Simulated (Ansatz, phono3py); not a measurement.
# GaN (P6_3mc): solver, mesh and scattering choices in phono3py, part 3 of 5

Aim: with force constants in hand, see how mesh, solver, isotopes and boundaries change the conductivity of GaN.

What experiment has found for this phase:
- thermal conductivity 210 W/m/K near room temperature (given in “Combining the AFLOW GIBBS and Elastic Libraries to efficiently and robustly screen thermo-mechanical properties of solids”, 2017, arXiv:1611.05714)

Ansatz 0.2.0 and phono3py 4.10.0; DFT LDA, scalar-relativistic, plane waves, PAW; PAW set soft_1 (the session's first sound run).

So far, κ at 300 K (W/m/K): step 3 (relaxation-time solution) 258; step 8 (q-mesh of the transport sums 11×11×7) 241; step 9 (q-mesh of the transport sums 15×15×9) 251; step 10 (q-mesh of the transport sums 21×21×11) 258; step 11 (q-mesh of the transport sums 27×27×15) 262.

The database entry behind the starting cell differs from later determinations by our own check (about 0.3 % short, ideal inner coordinate), so it need not match the best structure at ambient conditions.

## 13. Boundary scattering, third order supercell 3×3×2, supercell 3×3×2

A boundary term v/L is added to each rate, a simple model of grains or a thin sample.

This step: DFT LDA, scalar-relativistic, plane waves, PAW; PAW set soft_1; phono3py on Ansatz's force constants (phono3py 4.10.0).

Input file phono3py.yaml:

```yaml
phono3py:
  version: "4.10.0"
  frequency_unit_conversion_factor: 15.633302
  symmetry_tolerance: 1.00000e-05

physical_unit:
  atomic_mass: "AMU"
  length: "angstrom"

space_group:
  type: "P6_3mc"
  number: 186
  Hall_symbol: "P 6c -2c"

primitive_matrix:
- [  1.000000000000000,  0.000000000000000,  0.000000000000000 ]
- [  0.000000000000000,  1.000000000000000,  0.000000000000000 ]
- [  0.000000000000000,  0.000000000000000,  1.000000000000000 ]

supercell_matrix:
- [   3,   0,   0 ]
- [   0,   3,   0 ]
- [   0,   0,   2 ]

# [primitive_cell block left out]
unit_cell:
  lattice:
  - [     3.151649749982174,     0.000000000000000,     0.000000000000000 ] # a
  - [    -1.575824874991087,     2.729408747315437,     0.000000000000000 ] # b
  - [     0.000000000000000,     0.000000000000000,     5.138302933400000 ] # c
  points:
  - symbol: Ga # 1
    coordinates: [  0.333333333333333,  0.666666666666667, -0.000699069200000 ]
    mass: 69.723000
    reduced_to: 1
  - symbol: Ga # 2
    coordinates: [  0.666666666666667,  0.333333333333333,  0.499300930800000 ]
    mass: 69.723000
    reduced_to: 2
  - symbol: N # 3
    coordinates: [  0.333333333333333,  0.666666666666667,  0.375699069200000 ]
    mass: 14.007000
    reduced_to: 3
  - symbol: N # 4
    coordinates: [  0.666666666666667,  0.333333333333333,  0.875699069200000 ]
    mass: 14.007000
    reduced_to: 4

# [supercell block left out]
phonon_supercell_matrix:
- [   3,   0,   0 ]
- [   0,   3,   0 ]
- [   0,   0,   2 ]

# [phonon_primitive_cell block left out]
# [phonon_supercell block left out]
nac:
  born_effective_charge:
  - # 1 (Ga)
    - [  2.585481926279398,  0.000000000000000,  0.000000000000000 ]
    - [  0.000000000000000,  2.585481926279397,  0.000000000000000 ]
    - [  0.000000000000000,  0.000000000000000,  2.721583291749863 ]
  - # 2 (Ga)
    - [  2.585481926279398,  0.000000000000000,  0.000000000000000 ]
    - [  0.000000000000000,  2.585481926279397,  0.000000000000000 ]
    - [  0.000000000000000,  0.000000000000000,  2.721583291749863 ]
  - # 3 (N)
    - [ -2.585481926279397,  0.000000000000000,  0.000000000000000 ]
    - [  0.000000000000000, -2.585481926279398,  0.000000000000000 ]
    - [  0.000000000000000,  0.000000000000000, -2.721583291749863 ]
  - # 4 (N)
    - [ -2.585481926279398,  0.000000000000000,  0.000000000000000 ]
    - [  0.000000000000000, -2.585481926279397,  0.000000000000000 ]
    - [  0.000000000000000,  0.000000000000000, -2.721583291749863 ]
  dielectric_constant:
    - [  5.618895422893223,  0.000000000000000,  0.000000000000000 ]
    - [  0.000000000000000,  5.618895422893223,  0.000000000000000 ]
    - [  0.000000000000000,  0.000000000000000,  5.791620692379660 ]
  unit_conversion_factor: 14.399645
```

The run is started by

```sh
phono3py phono3py.yaml --mesh 19 19 9 --br --isotope --boundary-mfp 0.01 --ts 100 150 200 300 400 500 600 800
```

Output:

```text
[banner, memory and clock lines left out]
Rust backend (phonors) using rayon (8 threads).
Running in phono3py.load mode.
Spglib version 2.8.0
----------------------------- General settings -----------------------------
Run mode: conductivity-RTA
HDF5 data compression filter: gzip
Crystal structure was read from "phono3py.yaml".
Supercell (dim): [3 3 2]
Phonon supercell (dim-fc2): [3 3 2]
Primitive matrix:
  [1. 0. 0.]
  [0. 1. 0.]
  [0. 0. 1.]
Spacegroup: P6_3mc (186)
Use -v option to watch primitive cell, unit cell, and supercell structures.
NAC parameters were read from "phono3py.yaml".
fc3 was read from "fc3.hdf5".
fc2 was read from "fc2.hdf5".
----------------------------- Force constants ------------------------------
Max drift of fc3: -0.00000400 (xzx) -0.00000400 (xzx) -0.00000400 (xxz)
Max drift of fc2: 0.00000800 (zz) 0.00000800 (zz)
--------------------------- Calculation settings ---------------------------
Non-analytical term correction (NAC): True
NAC unit conversion factor:  14.39964
BZ integration: Tetrahedron-method
Temperature:  100.0  150.0  200.0  300.0  400.0 ... 800.0
Cutoff frequency: 0.01
Mesh sampling: [ 19 19 9 ]
Generating grid system ... [ 19 19 9 ]
fc3-r2q-transformation over three atoms: True
--------------------------- Phonon calculations ----------------------------
  PRB 50, 13035(R) (1994), PRB 55, 10355 (1997)
  G-cutoff distance: 1.17, Number of G-points: 313, Lambda: 0.29
Running harmonic phonon calculations...
-------------------- Lattice thermal conductivity (RTA) --------------------
Running heat capacity calculations...
Running velocity calculations...
Running isotope scattering calculations with tetrahedron method...
======================= Grid point 0 (1/200) =======================
q-point: ( 0.00  0.00  0.00)
Boundary mean free path (micrometer): 0.01000
Mass variance parameters: 1.97e-04 1.97e-04 1.84e-05 1.84e-05
Number of triplets: 200
Frequency     group velocity (x, y, z)     |gv|
  -0.003   (   0.000    0.000    0.000)    0.000
   0.003   (  -0.000    0.000    0.000)    0.000
   0.005   (   0.000    0.000   -0.000)    0.000
   4.193   (   0.000   -0.000    0.000)    0.000
   4.193   (  -0.000    0.000    0.000)    0.000
  10.071   (   0.000    0.000    0.000)    0.000
  16.140   (   0.000    0.000    0.000)    0.000
  16.799   (   0.000   -0.000   -0.000)    0.000
  16.799   (  -0.000    0.000    0.000)    0.000
  17.072   (   0.000    0.000    0.000)    0.000
  17.072   (   0.000   -0.000    0.000)    0.000
  20.927   (   0.000   -0.000   -0.000)    0.000
======================= Grid point 1 (2/200) =======================
q-point: ( 0.05  0.00  0.00)
Boundary mean free path (micrometer): 0.01000
Mass variance parameters: 1.97e-04 1.97e-04 1.84e-05 1.84e-05
Number of triplets: 500
Frequency     group velocity (x, y, z)     |gv|
   0.664   (  38.702   22.345    0.000)   44.690
   0.722   (  32.131   18.551    0.000)   37.101
   1.455   (  60.990   35.212    0.000)   70.425
   4.228   (   3.210    1.853    0.000)    3.706
[...]
[197 grid points left out]
======================= Grid point 1639 (200/200) =======================
q-point: ( 0.32  0.32  0.44)
Boundary mean free path (micrometer): 0.01000
Mass variance parameters: 1.97e-04 1.97e-04 1.84e-05 1.84e-05
Number of triplets: 860
Frequency     group velocity (x, y, z)     |gv|
[...]
9.612   (  -0.092   -0.160    5.564)    5.567
   9.638   (  -1.304   -2.259    3.189)    4.120
  17.546   (   0.057    0.099   -2.351)    2.354
  17.585   (  -1.669   -2.891   -5.877)    6.759
  19.788   (   7.918   13.714    3.775)   16.280
  19.829   (   6.364   11.023   -0.128)   12.729
  20.170   (  -6.720  -11.640    6.666)   15.003
  20.326   (  -4.538   -7.859   -7.456)   11.745
=================== End of collection of collisions ===================
----------- Thermal conductivity (W/m-k) with tetrahedron method -----------
#  T(K)        xx         yy         zz         yz         xz         xy
  100.0       7.168      7.168      7.849     -0.000      0.000     -0.000
  150.0       9.850      9.850     10.806     -0.000      0.000     -0.000
  200.0      11.360     11.360     12.336     -0.000      0.000     -0.000
  300.0      12.719     12.719     13.539     -0.000      0.000     -0.000
  400.0      13.043     13.043     13.720     -0.000      0.000     -0.000
  500.0      12.965     12.965     13.542     -0.000      0.000     -0.000
  600.0      12.734     12.734     13.242     -0.000      0.000     -0.000
  800.0      12.150     12.150     12.569     -0.000      0.000     -0.000

Thermal conductivity related properties were written into
"kappa-m19199.hdf5".
Summary of calculation was written in "phono3py.yaml".
```

The job ended after 64 s (8 threads of Intel Xeon at 2.70GHz, shared host; peak memory 0.1 GiB).

Numbers from this step:

```yaml
kappa_at_300_k: 12.99 W/m/K
kappa_xx_yy_zz_at_300_k: 12.72, 12.72, 13.54 W/m/K
```

W/m/K. Kappa, by row:

```tsv
T (K)	xx	yy	zz	yz	xz	xy
100	7.168	7.168	7.849	0	0	0
150	9.85	9.85	10.81	0	0	0
200	11.36	11.36	12.34	0	0	0
300	12.72	12.72	13.54	0	0	0
400	13.04	13.04	13.72	0	0	0
500	12.97	12.97	13.54	0	0	0
600	12.73	12.73	13.24	0	0	0
800	12.15	12.15	12.57	0	0	0
```

κ at 300 K goes from 258 in the base run to 13.0 W/(m K).

## 14. Boundary scattering, third order supercell 3×3×2, supercell 3×3×2 (run 2)

A boundary term v/L is added to each rate, a simple model of grains or a thin sample.

phono3py.yaml is that of step 13.

The run is started by

```sh
phono3py phono3py.yaml --mesh 19 19 9 --br --isotope --boundary-mfp 0.03 --ts 100 150 200 300 400 500 600 800
```

Output:

```text
[banner, memory and clock lines left out]
Rust backend (phonors) using rayon (8 threads).
Running in phono3py.load mode.
Spglib version 2.8.0
----------------------------- General settings -----------------------------
Run mode: conductivity-RTA
HDF5 data compression filter: gzip
Crystal structure was read from "phono3py.yaml".
Supercell (dim): [3 3 2]
Phonon supercell (dim-fc2): [3 3 2]
Primitive matrix:
  [1. 0. 0.]
  [0. 1. 0.]
  [0. 0. 1.]
Spacegroup: P6_3mc (186)
Use -v option to watch primitive cell, unit cell, and supercell structures.
[...]
----------- Thermal conductivity (W/m-k) with tetrahedron method -----------
#  T(K)        xx         yy         zz         yz         xz         xy
  100.0      19.747     19.747     21.332     -0.000      0.000     -0.000
  150.0      25.962     25.962     28.066     -0.000      0.000     -0.000
  200.0      28.715     28.715     30.743     -0.000      0.000     -0.000
[...]
600.0      27.551     27.551     28.342     -0.000      0.000     -0.000
  800.0      25.404     25.404     25.999     -0.000      0.000     -0.000

Thermal conductivity related properties were written into
"kappa-m19199.hdf5".
Summary of calculation was written in "phono3py.yaml".
```

The job ended after 60 s (8 threads; peak memory 0.1 GiB).

Numbers from this step:

```
κ at 300 K            : 30.71 W/m/K
κ xx, yy, zz at 300 K : 30.2, 30.2, 31.74 W/m/K
```

κ at 300 K goes from 258 in the base run to 30.7 W/(m K).

## 15. Direct solution of the linearised equation, third order supercell 3×3×2, supercell 3×3×2

Solving the linearised equation directly keeps the heat that normal processes pass on between modes; it is dearer, so the mesh may be smaller.

phono3py.yaml is that of step 14.

The run is started by

```sh
phono3py phono3py.yaml --mesh 19 19 9 --lbte --isotope --ts 100 300 600
```

Output:

```text
[banner, memory and clock lines left out]
Rust backend (phonors) using rayon (8 threads).
Running in phono3py.load mode.
Spglib version 2.8.0
----------------------------- General settings -----------------------------
Run mode: conductivity-LBTE
HDF5 data compression filter: gzip
Crystal structure was read from "phono3py.yaml".
Supercell (dim): [3 3 2]
Phonon supercell (dim-fc2): [3 3 2]
Primitive matrix:
  [1. 0. 0.]
  [0. 1. 0.]
  [0. 0. 1.]
Spacegroup: P6_3mc (186)
Use -v option to watch primitive cell, unit cell, and supercell structures.
NAC parameters were read from "phono3py.yaml".
fc3 was read from "fc3.hdf5".
fc2 was read from "fc2.hdf5".
----------------------------- Force constants ------------------------------
Max drift of fc3: -0.00000400 (xzx) -0.00000400 (xzx) -0.00000400 (xxz)
Max drift of fc2: 0.00000800 (zz) 0.00000800 (zz)
--------------------------- Calculation settings ---------------------------
Non-analytical term correction (NAC): True
NAC unit conversion factor:  14.39964
BZ integration: Tetrahedron-method
Temperatures: 100.0  300.0  600.0
Cutoff frequency: 0.01
Mesh sampling: [ 19 19 9 ]
Generating grid system ... [ 19 19 9 ]
fc3-r2q-transformation over three atoms: True
--------------------------- Phonon calculations ----------------------------
  PRB 50, 13035(R) (1994), PRB 55, 10355 (1997)
  G-cutoff distance: 1.17, Number of G-points: 313, Lambda: 0.29
Running harmonic phonon calculations...
------------------- Lattice thermal conductivity (LBTE) -------------------
Running heat capacity calculations...
Running velocity calculations...
Running isotope scattering calculations with tetrahedron method...
======================= Grid point 0 (1/200) =======================
q-point: ( 0.00  0.00  0.00)
Boundary mean free path (millimeter): 1000.000
Mass variance parameters: 1.97e-04 1.97e-04 1.84e-05 1.84e-05
Number of triplets: 200
Frequency     group velocity (x, y, z)     |gv|
  -0.003   (   0.000    0.000    0.000)    0.000
   0.003   (  -0.000    0.000    0.000)    0.000
   0.005   (   0.000    0.000   -0.000)    0.000
[...]
======================= Grid point 1 (2/200) =======================
q-point: ( 0.05  0.00  0.00)
Boundary mean free path (millimeter): 1000.000
Mass variance parameters: 1.97e-04 1.97e-04 1.84e-05 1.84e-05
Number of triplets: 500
Frequency     group velocity (x, y, z)     |gv|
[...]
[197 grid points left out]
======================= Grid point 1639 (200/200) =======================
q-point: ( 0.32  0.32  0.44)
Boundary mean free path (millimeter): 1000.000
Mass variance parameters: 1.97e-04 1.97e-04 1.84e-05 1.84e-05
Number of triplets: 860
Frequency     group velocity (x, y, z)     |gv|
[...]
20.170   (  -6.720  -11.640    6.666)   15.003
  20.326   (  -4.538   -7.859   -7.456)   11.745
=================== End of collection of collisions ===================
- Collision matrix shape (1, 3, 200, 12, 3, 200, 12, 3)
- Averaging collision matrix elements by phonon degeneracy [0.137s]
- Making collision matrix symmetric (Rust) [0.103s]
Diagonalize by scipy.linalg.lapack.dsyev
```

The job ended after 13 min (8 threads; peak memory 1.4 GiB).

The run was cut off at its time limit.

## 16. Adding coherences, third order supercell 3×3×2, supercell 3×3×2

Close branches can carry heat by tunnelling between them, which the particle picture leaves out.

phono3py.yaml is that of step 15.

The run is started by

```sh
phono3py phono3py.yaml --mesh 19 19 9 --br --isotope --tt smm19 --ts 100 150 200 300 400 500 600 800
```

Output:

```text
[banner, memory and clock lines left out]
Rust backend (phonors) using rayon (8 threads).
Running in phono3py.load mode.
Spglib version 2.8.0
----------------------------- General settings -----------------------------
Run mode: conductivity-RTA
HDF5 data compression filter: gzip
Crystal structure was read from "phono3py.yaml".
Supercell (dim): [3 3 2]
Phonon supercell (dim-fc2): [3 3 2]
Primitive matrix:
  [1. 0. 0.]
  [0. 1. 0.]
  [0. 0. 1.]
Spacegroup: P6_3mc (186)
Use -v option to watch primitive cell, unit cell, and supercell structures.
NAC parameters were read from "phono3py.yaml".
fc3 was read from "fc3.hdf5".
fc2 was read from "fc2.hdf5".
----------------------------- Force constants ------------------------------
Max drift of fc3: -0.00000400 (xzx) -0.00000400 (xzx) -0.00000400 (xxz)
Max drift of fc2: 0.00000800 (zz) 0.00000800 (zz)
--------------------------- Calculation settings ---------------------------
Non-analytical term correction (NAC): True
NAC unit conversion factor:  14.39964
BZ integration: Tetrahedron-method
Temperature:  100.0  150.0  200.0  300.0  400.0 ... 800.0
Cutoff frequency: 0.01
Mesh sampling: [ 19 19 9 ]
Generating grid system ... [ 19 19 9 ]
fc3-r2q-transformation over three atoms: True
Optional transport type: SMM19
--------------------------- Phonon calculations ----------------------------
  PRB 50, 13035(R) (1994), PRB 55, 10355 (1997)
  G-cutoff distance: 1.17, Number of G-points: 313, Lambda: 0.29
Running harmonic phonon calculations...
-------------------- Lattice thermal conductivity (RTA) --------------------
Running heat capacity calculations...
Running velocity calculations...
Running isotope scattering calculations with tetrahedron method...
======================= Grid point 0 (1/200) =======================
q-point: ( 0.00  0.00  0.00)
Boundary mean free path (millimeter): 1000.000
Mass variance parameters: 1.97e-04 1.97e-04 1.84e-05 1.84e-05
Number of triplets: 200
Frequency     group velocity (x, y, z)     |gv|
  -0.003   (   0.000    0.000    0.000)    0.000
   0.003   (   0.000    0.000    0.000)    0.000
   0.005   (   0.000    0.000    0.000)    0.000
   4.193   (   0.000    0.000    0.000)    0.000
   4.193   (   0.000   -0.000    0.000)    0.000
  10.071   (   0.000    0.000    0.000)    0.000
  16.140   (   0.000    0.000    0.000)    0.000
  16.799   (   0.000    0.000    0.000)    0.000
  16.799   (   0.000   -0.000    0.000)    0.000
  17.072   (   0.000    0.000    0.000)    0.000
  17.072   (   0.000   -0.000    0.000)    0.000
  20.927   (   0.000   -0.000    0.000)    0.000
======================= Grid point 1 (2/200) =======================
q-point: ( 0.05  0.00  0.00)
Boundary mean free path (millimeter): 1000.000
Mass variance parameters: 1.97e-04 1.97e-04 1.84e-05 1.84e-05
Number of triplets: 500
Frequency     group velocity (x, y, z)     |gv|
   0.664   (  38.702   22.345    0.000)   44.690
   0.722   (  32.131   18.551    0.000)   37.101
   1.455   (  60.990   35.212    0.000)   70.425
   4.228   (   3.210    1.853    0.000)    3.706
[...]
[197 grid points left out]
======================= Grid point 1639 (200/200) =======================
q-point: ( 0.32  0.32  0.44)
Boundary mean free path (millimeter): 1000.000
Mass variance parameters: 1.97e-04 1.97e-04 1.84e-05 1.84e-05
Number of triplets: 860
Frequency     group velocity (x, y, z)     |gv|
[...]
9.612   (  -0.092   -0.160    5.564)    5.567
   9.638   (  -1.304   -2.259    3.189)    4.120
  17.546   (   0.057    0.099   -2.351)    2.354
  17.585   (  -1.669   -2.891   -5.877)    6.759
  19.788   (   7.918   13.714    3.775)   16.280
  19.829   (   6.364   11.023   -0.128)   12.729
  20.170   (  -6.720  -11.640    6.666)   15.003
  20.326   (  -4.538   -7.859   -7.456)   11.745
=================== End of collection of collisions ===================
----------- Thermal conductivity (W/m-k) with tetrahedron method -----------
#          T(K)        xx         yy         zz         yz         xz         xy
K_intra   100.0     908.987    908.987    944.627      0.000     -0.000      0.000
K_intra   150.0     561.833    561.833    565.219      0.000     -0.000      0.000
K_intra   200.0     401.116    401.116    395.994      0.000     -0.000      0.000
K_intra   300.0     259.716    259.716    253.135      0.000      0.000      0.000
K_intra   400.0     197.568    197.568    191.705      0.000      0.000      0.000
K_intra   500.0     161.946    161.946    156.752      0.000      0.000      0.000
K_intra   600.0     138.311    138.311    133.649      0.000      0.000      0.000
K_intra   800.0     108.174    108.174    104.286      0.000      0.000      0.000

K_inter   100.0       0.014      0.014      0.004     -0.000     -0.000     -0.000
K_inter   150.0       0.024      0.024      0.008     -0.000     -0.000     -0.000
K_inter   200.0       0.034      0.034      0.013     -0.000     -0.000     -0.000
K_inter   300.0       0.050      0.050      0.024     -0.000     -0.000     -0.000
K_inter   400.0       0.063      0.063      0.035     -0.000     -0.000     -0.000
K_inter   500.0       0.073      0.073      0.045     -0.000     -0.000     -0.000
K_inter   600.0       0.082      0.082      0.055     -0.000     -0.000     -0.000
K_inter   800.0       0.097      0.097      0.072     -0.000     -0.000     -0.000

K_TOT     100.0     909.001    909.001    944.631      0.000     -0.000      0.000
K_TOT     150.0     561.857    561.857    565.227      0.000     -0.000      0.000
K_TOT     200.0     401.150    401.150    396.007      0.000     -0.000      0.000
K_TOT     300.0     259.766    259.766    253.160      0.000      0.000      0.000
K_TOT     400.0     197.631    197.631    191.740      0.000      0.000      0.000
K_TOT     500.0     162.019    162.019    156.797      0.000      0.000      0.000
K_TOT     600.0     138.393    138.393    133.704      0.000      0.000      0.000
K_TOT     800.0     108.271    108.271    104.358      0.000      0.000      0.000

Thermal conductivity related properties were written into
"kappa-m19199.hdf5".
Summary of calculation was written in "phono3py.yaml".
```

Run time: 64 s. Hardware: 8 threads; peak memory 0.11 GiB.

Numbers from this step:

```yaml
kappa_at_300_k: 257.6 W/m/K
kappa_xx_yy_zz_at_300_k: 259.8, 259.8, 253.2 W/m/K
```

W/m/K. Kappa, by row:

```tsv
T (K)	xx	yy	zz	yz	xz	xy	intra mean	inter mean
100	909	909	944.6	0	0	0	920.9	0.01076
150	561.9	561.9	565.2	0	0	0	563	0.01901
200	401.1	401.1	396	0	0	0	399.4	0.027
300	259.8	259.8	253.2	0	0	0	257.5	0.04152
400	197.6	197.6	191.7	0	0	0	195.6	0.05368
500	162	162	156.8	0	0	0	160.2	0.06399
600	138.4	138.4	133.7	0	0	0	136.8	0.07298
800	108.3	108.3	104.4	0	0	0	106.9	0.08844
```

κ at 300 K goes from 258 in the base run to 258 W/(m K).

[end of part 3 of 5]

[Logs are printed without paths, hosts, clocks, repeated set-up lines and the standing remarks that a program may print on its own settings, such as how far it seeks lower states.]

[Hosts, paths, dates, database ids (printed as entryN), source tags and the programs' standing remarks are cut or masked in the printed files.]

[A step with changed settings may run another functional than the one named; its input shows which.]
